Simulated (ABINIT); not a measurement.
Planning a run of ABINIT 10.8.3 on PbO (P4/nmm). The input:

```
acell 3*1.0 Angstrom
rprim 
  3.960000000000 0.000000000000 0.000000000000
  0.000000000000 3.960000000000 0.000000000000
  0.000000000000 0.000000000000 5.070000000000
ntypat 2
znucl 82 8
natom 4
typat 1 1 2 2
xred 
  0.000000000000 0.500000000000 0.238990104020
  0.500000000000 0.000000000000 0.761009895980
  0.000000000000 0.000000000000 0.000000000000
  0.500000000000 0.500000000000 0.000000000000
pp_dirpath "pseudos"
pseudos "Pb.upf, O.upf"
ecut 42
ngkpt 4 4 2
nshiftk 1
shiftk 0 0 0
kptopt 1
chksymbreak 0
istwfk *1
occopt 1
irdwfk 1
optdriver 3
nband 77
ecuteps 4
inclvkb 2
awtr 1
symchi 1
indata_prefix "in"
outdata_prefix "out"
tmpdata_prefix "tmp"
```

The database entry behind the starting cell differs from later determinations by our own check (c about 1 % long), so it need not match the best structure at ambient conditions.

```sh
OMP_NUM_THREADS=1 mpirun -n 4 abinit run.abi > log
```

How long will it take on 4 MPI ranks of Arm Neoverse V1, shared host, and how much memory?

It took 85 s; on shared hardware allow 42 s to 2.8 min. Peak host memory was 1.6 GiB.

[Paths, hosts, dates, memory and timing lines, banners, echoed tables and standing remarks are left out of the program output.]

[Logs are printed without paths, hosts, clocks, repeated set-up lines and the standing remarks that a program may print on its own settings, such as how far it seeks lower states.]

[Runs of the session that timed out or met a known fault of the program may be left out.]

[Hosts, paths, dates, database ids (printed as entryN), source tags and the programs' standing remarks are cut or masked in the printed files.]

[G0W0 gaps are taken among the corrected bands and points alone; a level outside them can change the order at an edge.]

[Where Ansatz stands beside ABINIT at settings called matched, ABINIT's density can come from a denser mesh and the files from another edition; pairs whose starting gaps differed by over 0.03 eV were left out, so agreement reads better than it is.]
